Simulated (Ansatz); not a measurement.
# How many bands does the GW gap of CsPbCl3 (Pm-3m) need?

Aim: see how the G0W0 gap of CsPbCl3 (Pm-3m) on PBE moves with empty bands and screening cutoff, and what each rung costs.

Main program and level: Ansatz 0.2.0; G0W0 on PBE, plane waves, PAW.

### Step 1. The structure

It takes space group Pm-3m (No. 221, cubic). Conventional cell: a = 5.605 Å, b = 5.605 Å, c = 5.605 Å, α = 90.00°, β = 90.00°, γ = 90.00°. Cs has 12 Cl at 3.96 Å nearest. Pb has 6 Cl at 2.80 Å nearest. Nearest to Cl lie 2 Pb at 2.80 Å and 4 Cs at 3.96 Å. Farther neighbours and most contacts between anions are not listed.

The cell and positions come from the Crystallography Open Database and are kept as given unless a step says otherwise. Spin-orbit coupling is left out unless a step names it. The default PAW set here is soft_2. Its files were made with PBE.

### Step 2. 341 empty bands, screening to 90 eV

Now the one-shot GW correction: screening in the RPA, then the self-energy of the levels asked for.

Input file input.yaml:

```yaml
crystal:
  lattice:
    - [5.605, 0.0, 0.0]
    - [0.0, 5.605, 0.0]
    - [0.0, 0.0, 5.605]
  atoms:
    - { symbol: Cs, position: [0.0, 0.0, 0.0] }
    - { symbol: Pb, position: [0.5, 0.5, 0.5] }
    - { symbol: Cl, position: [0.5, 0.5, 0.0] }
    - { symbol: Cl, position: [0.0, 0.5, 0.5] }
    - { symbol: Cl, position: [0.5, 0.0, 0.5] }
kpoints:
  mp_grid: { grid: [4, 4, 4] }
hamiltonian:
  xc: pbe
scf:
  occupations: { method: fixed }
gw:
  n_empty_bands: 341
  ecut_chi: 90.0
  qp_bands: [v2, c2]
  qp_kpoints: band_edges
  screening: { model: contour_deformation }
```

Launch:

```console
> ansatz run input.yaml --threads 3 --pin off --max-ram 64512MiB --backend cuda --events-out ev --progress --plain --runs-dir out --devices 1 --max-vram 24GiB  # rebuilt from the run's record
```

Numbers of over 12 decimals in the logs are rounded to 6 here.

What it wrote:

```text
GPUs: using 1 of 1 available (devices: 1).
Engine: ansatz 0.2.0, x86_64-unknown-linux-gnu
Pseudopotentials: kind: paw
Pseudopotential: Cs, paw, valence charge 9, recommended cutoff 420 eV (normal), Cs.paw.azcp
Pseudopotential: Pb, paw, valence charge 14, recommended cutoff 420 eV (normal), Pb.paw.azcp
Pseudopotential: Cl, paw, valence charge 7, recommended cutoff 420 eV (normal), Cl.paw.azcp
Functional definition: PBE
  parameter kappa = 0.804
  parameter beta = 0.066725
  exchange = pbe_x(kappa = kappa, mu = beta*pi^2/3)
  correlation = pbe_c(beta = beta)
device memory: the entry about to start is reckoned to put 1.1 GiB on a device that reports 70.8 GiB free (of which the cap on the GPU budget leaves the run 24.0 GiB)
GPU FFT provider: cuFFT
GPU libraries: cuBLAS 13.8.1, cuFFT 12.4.0, cuSOLVER 12.3.2
Crystal: 5 atoms, lattice volume = 176.087 Å³
Basis set: ecut = 420 eV, 3407 PW (Γ)
Bands: 27, of which v1, the nominal top of the filled ones, is band 22 counted from 1 (21 counted from 0)
Symmetry: 48 space group operations
Space group: Pm-3m (ITA 221), of the structure as read, at distance tolerance 5.6e-5 Å
k-points: 10 of 64
Non-local potential: Cs, projectors of the file, l = 0: 3, l = 1: 2, l = 2: 2, l = 3: 2
Non-local potential: Pb, projectors of the file, l = 0: 2, l = 1: 2, l = 2: 2, l = 3: 2
Non-local potential: Cl, projectors of the file, l = 0: 2, l = 1: 2, l = 2: 2
PAW form: soft (Blöchl's): semilocal exchange-correlation on the pseudo side does not see the compensation charge
PAW one-centre angular grid: Cs, 194 points (default); XC on 64 Gauss nodes
PAW one-centre angular grid: Pb, 590 points (default); XC on 64 Gauss nodes
PAW one-centre angular grid: Cl, 110 points (default); XC on 64 Gauss nodes
Initial density: superposition of atomic densities (neutral atoms: chi_scale 0, normalization atom), corrected by the library's trained network
Initial wavefunctions: pseudopotential atomic-orbital guess
GPU buffer pool allocated for 64000 grid points (all kernels)
GPU transforms: local potential and band sums: pruned to the plane-wave sphere, on 40×40×40
Functional: x = pbe(κ = 0.804, μ = 0.219515), c = pbe(β = 0.066725)
SCF iter   1: F=—  HF=-20823.255651 eV  |F-HF|=—  |Δ(HF+E_count)|=         —  Δρ=4.97e-4  dr2=5.52e-4  ethr=1.77e-3  ⟨swp⟩=4.7  Hψ=1124  notcnv=0  defer=24
preconditioner: auto → Resta (q_TF=auto, 2.165 Å⁻¹)  ε∞=2.9  [insulator: Δε(μ)=1.936 eV  Ē_g=13.257 eV  n_scr=26 (ndim 8)  ℏωp=18.1 eV  f_vac=0.062  ε∞_Penn≈2.9]
SCF iter   2: F=—  HF=-20823.254605 eV  |F-HF|=—  |Δ(HF+E_count)|=   1.05e-3  Δρ=2.56e-4  dr2=1.32e-4  ethr=1.25e-6  ⟨swp⟩=2.8  Hψ=688  notcnv=0  defer=29
SCF iter   3: F=—  HF=-20823.254631 eV  |F-HF|=—  |Δ(HF+E_count)|=   2.59e-5  Δρ=8.87e-5  dr2=9.47e-6  ethr=2.99e-7  ⟨swp⟩=2.0  Hψ=479  notcnv=0  defer=29
SCF iter   4: F=—  HF=-20823.254645 eV  |F-HF|=—  |Δ(HF+E_count)|=   1.41e-5  Δρ=3.14e-5  dr2=1.50e-6  ethr=2.15e-8  ⟨swp⟩=2.5  Hψ=443  notcnv=0  defer=24
iter 5 did not close the SCF: its close was put off for the readings that it lacked (scf_convergence_deferred on its scf_iter line)
SCF iter   5: F=-20823.254648 eV  HF=-20823.254648 eV  |F-HF|=5.55e-8  |Δ(HF+E_count)|=   3.05e-6  Δρ=5.16e-6  dr2=4.10e-8  ethr=3.42e-9  ⟨swp⟩=2.2  Hψ=449  notcnv=0  defer=25
SCF iter   6: F=-20823.254648 eV  HF=-20823.254648 eV  |F-HF|=7.53e-10  |Δ(HF+E_count)|=   7.23e-8  Δρ=6.17e-7  dr2=1.23e-9  ethr=9.31e-11  ⟨swp⟩=8.7  Hψ=1335  notcnv=0
SCF 1 converged in 6 iterations: F = -20823.254648 eV  dr2 = 1.23e-9
  greatest PAW one-centre occupation: 0.983 electrons in one spin orbital (limit 2), on the Pb atom at site 1 (counted from 0), in its partial waves of l = 2
device memory: the entry about to start is reckoned to put 1.2 GiB (of the 1.3 GiB reckoned in all, the device holds 0.1 GiB already) on a device that reports 70.7 GiB free (of which the cap on the GPU budget leaves the run 23.9 GiB)
NSCF: frozen V_eff on 10 k-points, pencils in batches of 32, up to order 108
the band table was solved once the SCF had ended and its energy, with any forces and stress, was formed, with the checks that follow a solve (1280 applications of the Hamiltonian). They found nothing against the state; the energy, forces and stress were not computed again (output.eigenvalues in the input reference)
device memory: the entry about to start is reckoned to put 4.6 GiB on a device that reports 70.8 GiB free (of which the cap on the GPU budget leaves the run 24.0 GiB)
NSCF: frozen V_eff on 10 k-points
G₀W₀ screening: q 1/10
[... further progress lines ...]
SCF converged after 6 iterations
Free energy (F): -20823.254648 eV
Harris-Foulkes:  -20823.254648 eV  (|F-HF|=7.53e-10)
Internal energy: -20823.254648 eV  (E = F + TS)
E sigma→0 (E₀):  -20823.254648 eV
Fermi energy:    4.122120 eV
--- Per-component energies (eV) ---
  E_band       = -234.020814
  E_kinetic    = 913.644724
  E_local      = -2668.271888  (includes V_loc(G=0)·N_el)
  E_nonlocal   = 465.775363
  E_hartree    = 1011.037087
  E_xc         = -718.582255
  E_vxc        = -627.253690  (∫ρ·V_xc dr)
  E_paw        = -17446.658693  (= ΣΔE_a)
  E_vpaw       = -339.988961  (= ΣTr[D̂ρ^β])
  E_aug_tail   = 0.000317  (compensation charges beyond the density's cutoff)
  E_ewald      = -2380.199303
  E_smearing   = -0.000000  (= −TS)
  E_closure    = 0.000000  (closes the sum)
  Σ components = -20823.254648   (vs F -20823.254648, Δ=0.00e0)
--- Band table (eV; the first three rows and the last of 10) ---
  k-point 0: bands = [... 18 lower, 1.4707, 1.5782, 1.5782, 1.5782, 7.4574, 8.3927, 8.3927, 9.3016, ... 1 higher]
  k-point 1: bands = [... 18 lower, 1.4216, 1.5234, 1.5234, 1.6772, 7.9622, 8.7426, 8.7971, 8.9438, ... 1 higher]
  k-point 2: bands = [... 18 lower, 1.3729, 1.4678, 1.4678, 2.4264, 7.1389, 8.7953, 9.3025, 9.4428, ... 1 higher]
  k-point 9: bands = [... 18 lower, 1.8981, 1.8981, 1.8981, 4.1221, 6.0485, 6.0485, 6.0485, 9.2141, ... 1 higher]
--- G₀W₀: contour deformation, 6 samples at zero and on the imaginary axis and 2 off it, 64 q-points, 341 empty bands' worth ---
  eigenvalues of the whole cell's RPA ε∞ on this k-mesh (on a slab, of 1 + 4πα/V) = 4.3566, 4.3566, 4.3566; static W/v taken at q = 0 is 0.229538
  bands read: the sum over 363 bands ends inside a degenerate multiplet in 4 slots, whose members it reads at an even weight; the widest, k=9: bands 363 to 365 (counted from 1) at 1/3 each
  gw.qp_kpoints: band_edges: 3 of 10 stored k-points solved, in 1 pass; an edge of the gap read off the rows below is read off those points alone
    valence top: of the k-points left out ik 5 came nearest to being solved in a further pass, in band 22 (counted from 1, as in the quasiparticle table): it holds the edge there only if its correction is more favourable than any solved in that band by at least 0.820 eV; those differ by 0.579 eV
    conduction bottom: of the k-points left out ik 7 came nearest to being solved in a further pass, in band 23 (counted from 1, as in the quasiparticle table): it holds the edge there only if its correction is more favourable than any solved in that band by at least 0.354 eV; those differ by 0.238 eV
    ik  band        ε_KS         Σx   Σc(E_QP)       V_xc       Z   E_QP_lin       E_QP  E_QP is
     0    21      1.5782   -20.6410     3.2656   -16.2537  0.7406     0.4201     0.4566  root
     0    22      1.5782   -20.6410     3.2656   -16.2537  0.7406     0.4201     0.4566  root
     0    23      7.4574    -3.7535    -3.2922    -7.3996  0.8311     7.8133     7.8113  root
     0    24      8.3927    -3.4999    -3.2534    -7.2780  0.8308     8.9222     8.9174  root
     8    21      1.8931   -20.8856     3.2445   -16.5123  0.7434     0.7290     0.7642  root
     8    22      3.5042   -20.1007     1.3595   -18.1189  0.7750     2.8750     2.8819  root
     8    23      6.3381    -8.3842    -3.2552   -12.2310  0.8013     6.9361     6.9298  root
     8    24      6.3381    -8.3842    -3.2552   -12.2310  0.8013     6.9361     6.9298  root
     9    21      1.8981   -20.9020     3.2443   -16.5297  0.7434     0.7350     0.7701  root
     9    22      4.1221   -20.3994     1.1097   -18.7474  0.7794     3.5751     3.5799  root
     9    23      6.0485    -7.8986    -3.2267   -11.6788  0.8053     6.6073     6.6021  root
     9    24      6.0485    -7.8986    -3.2267   -11.6788  0.8053     6.6073     6.6021  root
```

The job ended after 6.8 s (1 × NVIDIA H100 80GB HBM3 (shared by 3 runs) with 3 threads of AMD EPYC 7R13 (Zen 3), shared host; peak memory 1.6 GiB).

Numbers from this step:

| Property | Result |
| --- | --- |
| bands summed | 363 |
| RPA ε∞ on this mesh (eigenvalues) | 4.357, 4.357, 4.357 |
| plane waves in the screening matrix | 341 |
| q-points in the mesh | 64 |
| G0W0 gap on the mesh | 3.022 eV |
| k of the valence top | -0.5, -0.5, -0.5 |
| k of the conduction bottom | -0.5, -0.5, -0.5 |
| starting gap on the mesh | 1.926 eV |
| Z at the valence top | 0.7794 |
| Z at the conduction bottom | 0.8053 |
| least direct G0W0 gap on the computed points | 3.022 eV |

The gap on the mesh goes from 1.93 eV to 3.02 eV, a correction of +1.10 eV. Between the two edge states, bare exchange in place of the xc potential would open the gap by 5.43 eV, and correlation takes back 4.34 eV.

### Step 3. 965 empty bands, screening to 180 eV

Another rung: the empty bands reach about as high as the screening cutoff, so the two stay in balance.

Changes to input.yaml since step 2:

```diff
@@ -18,4 +18,4 @@
 gw:
-  n_empty_bands: 341
-  ecut_chi: 90.0
+  n_empty_bands: 965
+  ecut_chi: 180.0
   qp_bands: [v2, c2]
```

What it wrote:

```text
GPUs: using 1 of 1 available (devices: 1).
[...]
GPU FFT provider: cuFFT
GPU libraries: cuBLAS 13.8.1, cuFFT 12.4.0, cuSOLVER 12.3.2
Crystal: 5 atoms, lattice volume = 176.087 Å³
Basis set: ecut = 420 eV, 3407 PW (Γ)
Bands: 27, of which v1, the nominal top of the filled ones, is band 22 counted from 1 (21 counted from 0)
[... 1 set-up line as in the run before ...]
[...]
k-points: 10 of 64
[...]
GPU buffer pool allocated for 64000 grid points (all kernels)
[...]
SCF iter   1: F=—  HF=-20823.255651 eV  |F-HF|=—  |Δ(HF+E_count)|=         —  Δρ=4.97e-4  dr2=5.52e-4  ethr=1.77e-3  ⟨swp⟩=4.7  Hψ=1124  notcnv=0  defer=24
[...]
SCF iter   6: F=-20823.254648 eV  HF=-20823.254648 eV  |F-HF|=7.53e-10  |Δ(HF+E_count)|=   7.23e-8  Δρ=6.17e-7  dr2=1.23e-9  ethr=9.31e-11  ⟨swp⟩=8.7  Hψ=1335  notcnv=0
SCF 1 converged in 6 iterations: F = -20823.254648 eV  dr2 = 1.23e-9
[...]
NSCF: frozen V_eff on 10 k-points, pencils in batches of 32, up to order 108
[...]
NSCF: frozen V_eff on 10 k-points
G₀W₀ screening: q 1/10
[... further progress lines ...]
SCF converged after 6 iterations
Free energy (F): -20823.254648 eV
[...]
Internal energy: -20823.254648 eV  (E = F + TS)
E sigma→0 (E₀):  -20823.254648 eV
Fermi energy:    4.122120 eV
[...]
--- Band table (eV; the first three rows and the last of 10) ---
  k-point 0: bands = [... 18 lower, 1.4707, 1.5782, 1.5782, 1.5782, 7.4574, 8.3927, 8.3927, 9.3016, ... 1 higher]
  k-point 1: bands = [... 18 lower, 1.4216, 1.5234, 1.5234, 1.6772, 7.9622, 8.7426, 8.7971, 8.9438, ... 1 higher]
  k-point 2: bands = [... 18 lower, 1.3729, 1.4678, 1.4678, 2.4264, 7.1389, 8.7953, 9.3025, 9.4428, ... 1 higher]
  k-point 9: bands = [... 18 lower, 1.8981, 1.8981, 1.8981, 4.1221, 6.0485, 6.0485, 6.0485, 9.2141, ... 1 higher]
[...]
0    21      1.5782   -20.6410     3.0009   -16.2537  0.7373     0.1315     0.1919  root
     0    22      1.5782   -20.6410     3.0009   -16.2537  0.7373     0.1315     0.1919  root
     0    23      7.4574    -3.7535    -3.3729    -7.3996  0.8306     7.7318     7.7307  root
     0    24      8.3927    -3.4999    -3.3326    -7.2780  0.8305     8.8415     8.8382  root
     8    21      1.8931   -20.8856     2.9692   -16.5123  0.7405     0.4287     0.4889  root
     8    22      3.5042   -20.1007     0.9801   -18.1189  0.7711     2.4825     2.5025  root
     8    23      6.3381    -8.3842    -3.4469   -12.2310  0.8002     6.7408     6.7380  root
     8    24      6.3381    -8.3842    -3.4469   -12.2310  0.8002     6.7408     6.7380  root
     9    21      1.8981   -20.9020     2.9684   -16.5297  0.7405     0.4342     0.4943  root
     9    22      4.1221   -20.3994     0.6956   -18.7474  0.7751     3.1492     3.1657  root
     9    23      6.0485    -7.8986    -3.4039   -11.6788  0.8043     6.4271     6.4248  root
     9    24      6.0485    -7.8986    -3.4039   -11.6788  0.8043     6.4271     6.4248  root
```

Elapsed: 20 s, on 1 × NVIDIA H100 80GB HBM3 (shared by 3 runs) with 3 threads; peak memory 3.5 GiB; 35 s of CPU time.

Numbers from this step:

```yaml
bands_summed: 987
rpa_eps_infinity_on_this_mesh_eigenvalues: 4.345, 4.345, 4.345
plane_waves_in_the_screening_matrix: 949
q_points_in_the_mesh: 64
g0w0_gap_on_the_mesh: 3.259 eV
k_of_the_valence_top: -0.5, -0.5, -0.5
k_of_the_conduction_bottom: -0.5, -0.5, -0.5
starting_gap_on_the_mesh: 1.926 eV
z_at_the_valence_top: 0.7751
z_at_the_conduction_bottom: 0.8043
least_direct_g0w0_gap_on_the_computed_points: 3.259 eV
```

Against the run with 4×4×4 mesh, 341 empty bands, screening to 90 eV, the gap moves by +0.24 eV.

### Step 4. Changing the frequency model: 4×4×4 mesh, 965 empty bands, screening to 180 eV, plasmon pole

A plasmon pole stands in for the full frequency dependence of the screening; this run shows what that costs in accuracy.

Changes to input.yaml since step 3:

```diff
@@ -22,2 +22,2 @@
   qp_kpoints: band_edges
-  screening: { model: contour_deformation }
+  screening: { model: godby_needs }
```

What it wrote:

```text
GPUs: using 1 of 1 available (devices: 1).
[...]
GPU FFT provider: cuFFT
GPU libraries: cuBLAS 13.8.1, cuFFT 12.4.0, cuSOLVER 12.3.2
Crystal: 5 atoms, lattice volume = 176.087 Å³
Basis set: ecut = 420 eV, 3407 PW (Γ)
Bands: 27, of which v1, the nominal top of the filled ones, is band 22 counted from 1 (21 counted from 0)
[... 1 set-up line as in the run before ...]
[...]
k-points: 10 of 64
[...]
8    23      6.3381    -8.3842    -3.3860   -12.2310  0.8208     6.8003     6.7989  root
     8    24      6.3381    -8.3842    -3.3860   -12.2310  0.8208     6.8003     6.7989  root
     9    21      1.8981   -20.9020     3.0000   -16.5297  0.7691     0.5066     0.5259  root
     9    22      4.1221   -20.3994     0.8266   -18.7474  0.7927     3.2928     3.2967  root
     9    23      6.0485    -7.8986    -3.3502   -11.6788  0.8239     6.4797     6.4785  root
     9    24      6.0485    -7.8986    -3.3502   -11.6788  0.8239     6.4797     6.4785  root
[key lines of the parts left out:]
SCF converged after 6 iterations
Free energy (F): -20823.254648 eV
Fermi energy:    4.122120 eV
```

Elapsed: 21 s, on 1 × NVIDIA H100 80GB HBM3 (shared by 3 runs) with 3 threads; peak memory 5.1 GiB; 39 s of CPU time.

This step gave:

- bands summed: 987
- plasmon-pole fit frequency: 18.56 eV
- RPA ε∞ on this mesh (eigenvalues): 4.345, 4.345, 4.345
- plane waves in the screening matrix: 949
- G0W0 gap on the mesh: 3.182 eV
- k of the valence top: -0.5, -0.5, -0.5
- k of the conduction bottom: -0.5, -0.5, -0.5
- starting gap on the mesh: 1.926 eV
- least direct G0W0 gap on the computed points: 3.182 eV

Against the run with 4×4×4 mesh, 965 empty bands, screening to 180 eV, the gap moves by −0.08 eV.

### Step 5. Side by side

Times are wall times on 1 × NVIDIA H100 80GB HBM3 (shared by 3 runs) with 3 threads of AMD EPYC 7R13 (Zen 3), shared host, good to a factor of about two.

```csv
mesh,files,frequency,bands summed,cutoff (eV),start (eV),G0W0 (eV),time,host memory (GiB)
4×4×4,default PAW,contour deformation,363,90,1.926,3.022,6.8 s,1.6
4×4×4,default PAW,contour deformation,987,180,1.926,3.259,20 s,3.5
4×4×4,default PAW,plasmon pole,987,180,1.926,3.182,21 s,5.1
```

The parts of the quasiparticle energy at the two band edges (eV; QP = start + Σx + Σc − Vxc):

```csv
run,edge,start,Σx,Σc,Vxc,Z,QP
363 bands,valence top,4.12,-20.40,1.11,-18.75,0.78,3.58
363 bands,conduction bottom,6.05,-7.90,-3.23,-11.68,0.81,6.60
987 bands,valence top,4.12,-20.40,0.70,-18.75,0.78,3.17
987 bands,conduction bottom,6.05,-7.90,-3.40,-11.68,0.80,6.42
```

### Step 6. Summary of results

- 363 bands, 90 eV: 3.022 eV
- 987 bands, 180 eV: 3.259 eV
- estimated limit in bands and cutoff: 3.40 eV
- mesh and start: 4×4×4, PBE

A line in one over the bands through the two rungs gives 3.40 eV, +0.14 eV from the top rung; with two points alone it is an unchecked estimate. The rungs stand 0.37 eV (363 bands) and 0.14 eV (987 bands) from it. From 363 to 987 bands the gap moves by +0.24 eV while the time grows 2.9-fold. Σc changes by −0.41 eV at the valence top and −0.18 eV at the conduction bottom, so the valence edge carries most of the change. The plasmon-pole model gives −0.08 eV against contour deformation, 6 % of the correction, and saved no time in this program. Where an edge is built on 6p states of lead, bismuth or thallium, scalar-relativistic gaps usually stand too wide, by a few tenths to over one eV. This is the ideal cubic cell; many perovskites, halides above all, are cubic only on average, and local tilts or off-centring can widen the gap. The many-body steps are scalar-relativistic: spin-orbit coupling is not in them.

[Paths, hosts, dates, memory and timing lines, banners, echoed tables and standing remarks are left out of the program output.]

[Logs are printed without paths, hosts, clocks, repeated set-up lines and the standing remarks that a program may print on its own settings, such as how far it seeks lower states.]

[Runs of the session that timed out or met a known fault of the program may be left out.]

[Cells called generated may have been cut or substituted from an entry of the Crystallography Open Database or the Materials Project.]

[Hosts, paths, dates, database ids (printed as entryN), source tags and the programs' standing remarks are cut or masked in the printed files.]
